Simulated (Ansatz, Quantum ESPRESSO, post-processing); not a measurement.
# From contact to tunnelling: a In chain with one bond drawn out, part 2 of 2

How fast does transmission decay with width? The series: a In chain with one bond drawn out.

Quantum ESPRESSO 7.5; plane-wave DFT, PBE, GBRV ultrasoft pseudopotentials; cross-check by Ansatz 0.2.0 with PAW datasets.

So far. Step 9 (The open system, 1.4 Å): T goes from 2.36 to 1.28, a factor of 1.8. Step 10 (Cross-check with Ansatz, 1.4 Å): Ansatz finds T = 1.03 against pwcond's 1.28.

## 11. Self-consistent run, 2.2 Å

Level of this step: plane-wave DFT, PBE, GBRV ultrasoft pseudopotentials (Quantum ESPRESSO 7.5).

j3.scf.in

```
&control
  prefix = 'j3.scf'
  outdir = './out'
  pseudo_dir = './pseudo'
  calculation = 'scf'
  tprnfor = .true.
/
&system
  ibrav = 0
  nat = 10
  ntyp = 1
  ecutwfc = 34
  ecutrho = 170
  occupations = 'smearing'
  smearing = 'mv'
  degauss = 0.01
/
&electrons
  conv_thr = 1e-07
  mixing_beta = 0.25
  electron_maxstep = 120
  mixing_mode = 'local-TF'
/
ATOMIC_SPECIES
  In  114.8180  in_pbe_v1.4.uspp.F.UPF
CELL_PARAMETERS angstrom
  7.50000000000000 0.00000000000000 0.00000000000000
  0.00000000000000 7.50000000000000 0.00000000000000
  0.00000000000000 0.00000000000000 31.70000000000000
ATOMIC_POSITIONS crystal
  In  0.500000000000 0.500000000000 0.000000000000
  In  0.500000000000 0.500000000000 0.093059936909
  In  0.500000000000 0.500000000000 0.186119873817
  In  0.500000000000 0.500000000000 0.279179810726
  In  0.500000000000 0.500000000000 0.372239747634
  In  0.500000000000 0.500000000000 0.534700315457
  In  0.500000000000 0.500000000000 0.627760252366
  In  0.500000000000 0.500000000000 0.720820189274
  In  0.500000000000 0.500000000000 0.813880126183
  In  0.500000000000 0.500000000000 0.906940063091
K_POINTS automatic
  1 1 3 0 0 0
```

On the command line:

```sh
$ OMP_NUM_THREADS=1 mpirun -n 4 pw.x -nk 1 -in j3.scf.in > j3.scf.out
```

Wall time 88 s (4 MPI ranks of Arm Neoverse V2, shared host); peak memory 2 GiB; 5.9 min of CPU time.

Numbers from this step:

```
free energy  : -18147.2242 eV
Fermi energy : -1.197 eV
```

## 12. Transmission with pwcond.x, 2.2 Å

j3.cond.in

```
&inputcond
  outdir = './out'
  prefixt = 'j3.scf'
  tran_file = 'j3.cond.dat'
  bdl = 0.7866666667
  bds = 4.2266666667
  ikind = 1
  ewind = 4.0
  epsproj = 1e-05
  nz1 = 7
  energy0 = 2.0
  denergy = -0.1
/
1
  0.00000000 0.00000000 1.00000000
41
```

On the command line:

```sh
$ OMP_NUM_THREADS=1 mpirun -n 4 pwcond.x -in j3.cond.in > j3.cond.out
```

Wall time 4.6 min (4 MPI ranks); peak memory 0.54 GiB; 18 min of CPU time.

This step gave:

| Quantity | Value |
| --- | --- |
| transmission at the Fermi level, one spin | 0.3463 |
| conductance | 0.3463 G₀ |

Per spin. Table of transmission by energy, zero at the Fermi level:

```csv
energy (eV),transmission
-2.00,0.00187
-1.90,0
-1.80,0
-1.70,0
-1.60,0
-1.50,0
-1.40,0
-1.20,0.0383
-1.10,0.0901
-1.00,0.107
-0.90,0.116
-0.80,0.124
-0.70,0.132
-0.60,0.139
-0.50,0.148
-0.40,0.156
-0.30,0.164
-0.20,0.173
-0.10,0.260
0.00,0.346
0.10,0.303
0.20,0.275
0.30,0.273
0.40,0.281
0.50,0.291
0.60,0.302
0.70,0.313
0.80,0.327
0.90,0.346
1.00,0.375
1.10,0.373
1.20,0.412
1.40,0.471
1.50,0.502
1.60,0.536
1.70,0.577
1.80,0.631
1.90,0.712
2.00,0.862
```

T goes from 1.28 to 0.346, a factor of 3.7.

## 13. Cross-check with Ansatz, 2.2 Å

Level of this step: plane-wave DFT, PBE, Ansatz PAW (Ansatz 0.2.0).

input.yaml

```yaml
crystal:
  lattice:
    - [7.5, 0.0, 0.0]
    - [0.0, 7.5, 0.0]
    - [0.0, 0.0, 31.7]
  atoms:
    - { symbol: In, position: [0.5, 0.5, 0.0] }
    - { symbol: In, position: [0.5, 0.5, 0.0930599369] }
    - { symbol: In, position: [0.5, 0.5, 0.1861198738] }
    - { symbol: In, position: [0.5, 0.5, 0.2791798107] }
    - { symbol: In, position: [0.5, 0.5, 0.3722397476] }
    - { symbol: In, position: [0.5, 0.5, 0.5347003155] }
    - { symbol: In, position: [0.5, 0.5, 0.6277602524] }
    - { symbol: In, position: [0.5, 0.5, 0.7208201893] }
    - { symbol: In, position: [0.5, 0.5, 0.8138801262] }
    - { symbol: In, position: [0.5, 0.5, 0.9069400631] }
kpoints:
  mp_grid: { grid: [1, 1, 4] }
hamiltonian:
  xc: pbe
scf:
  occupations: { method: fermi_dirac, width: 0.1 }
  convergence: { dr2_threshold: 1.0e-08 }
output:
  transmission:
    leads: [[0, 1]]
    e_range: [-2.0, 2.0]
    de: 0.05
    kmesh: [1, 1]
    reduced_basis: true
  write_potential: true
  write_density: true
  volumetric_format: npy
  elf: true
```

On the command line:

```sh
$ ansatz run input.yaml --threads 4 --pin off --max-ram 8192MiB --backend cpu --events-out ev --progress --plain --runs-dir out
```

The job ended after 23 s (4 threads; peak memory 2.5 GiB).

Read from the output:

| Property | Result |
| --- | --- |
| free energy | -55965.9335 eV |
| energy at zero smearing | -55965.5315 eV |
| smearing term TS | 0.8040 eV |
| Fermi energy | -1.186 eV |
| transmission at the Fermi level, one spin | 0.2778 |
| step of the lead's Hamiltonian over a period | 13.4 meV |

Per spin. Table of transmission by energy, zero at the Fermi level:

energy (eV), transmission and a bar:
```
    -2.00      0.000 
    -1.90      0.000 
    -1.80      0.000 
    -1.70      0.000 
    -1.55      0.000 
    -1.45      0.000 
    -1.35      0.000 
    -1.25      0.030 #
    -1.15      0.069 ###
    -1.05      0.089 ####
    -0.90      0.108 #####
    -0.80      0.118 ######
    -0.70      0.127 ######
    -0.60      0.135 ######
    -0.50      0.142 #######
    -0.40      0.150 #######
    -0.25      0.161 ########
    -0.15      0.178 ########
    -0.05      0.251 ############
     0.00      0.278 #############
     0.05      0.287 ##############
     0.15      0.282 #############
     0.25      0.276 #############
     0.40      0.277 #############
     0.50      0.284 #############
     0.60      0.294 ##############
     0.70      0.307 ###############
     0.80      0.322 ###############
     0.90      0.339 ################
     1.05      0.366 #################
     1.15      0.385 ##################
     1.25      0.405 ###################
     1.35      0.426 ####################
     1.45      0.448 #####################
     1.55      0.472 ######################
     1.70      0.511 ########################
     1.80      0.542 ##########################
     1.90      0.581 ############################
     2.00      0.633 ##############################
```

Ansatz finds T = 0.278 against pwcond's 0.346.

## 14. The series side by side

All levels:

```csv
level,T by pwcond,T by Ansatz,lead channels,CPU time (s)
0.3 Å,2.913,2.875,3,1219
0.8 Å,2.357,2.137,3,1234
1.4 Å,1.279,1.031,3,1360
2.2 Å,0.3463,0.2778,3,1451
```

## 15. By hand

G = 2.91 × 77.48 µS = 226 µS a cell, a resistance of 4.43 kΩ.

κ = ln(T₁/T₂)/(2Δd) = ln(1.279/0.3463)/(2 × 0.8 Å) = 0.82 1/Å.

## 16. Results

```json
{
 "conductance a cell at 0.3 Å": "2.91 G₀",
 "conductance a cell at 0.8 Å": "2.36 G₀",
 "conductance a cell at 1.4 Å": "1.28 G₀",
 "conductance a cell at 2.2 Å": "0.346 G₀",
 "fall of ln T per Å over the last interval": "1.63"
}
```

In words: The conductance goes from 2.91 G₀ at 0.3 Å to 0.346 G₀ at 2.2 Å (PBE, GBRV ultrasoft). Interval by interval ln T falls by 0.42, 1.02 and 1.63 per Å: the decay still steepens, so it isn't yet a plain exponential. T stays above 30 % of the channel count at all points but at most the last, so the series hardly reaches the tunnelling regime. Ansatz follows the series within a factor of 1.25. The geometries are as built, not relaxed, and the leads are short. Semilocal functionals lack the image potential in a vacuum gap.

[Long decimals in the printed logs are rounded to 6 places.]

[Logs are printed without paths, hosts, clocks, repeated set-up lines and the standing remarks that a program may print on its own settings, such as how far it seeks lower states.]

[Hosts, paths, dates, database ids (printed as entryN), source tags and the programs' standing remarks are cut or masked in the printed files.]

[Maps of the electrostatic potential energy from Ansatz leave out the sawtooth potential of an applied field or a dipole correction, so their vacuum need not be flat; planar profiles and work functions include it.]
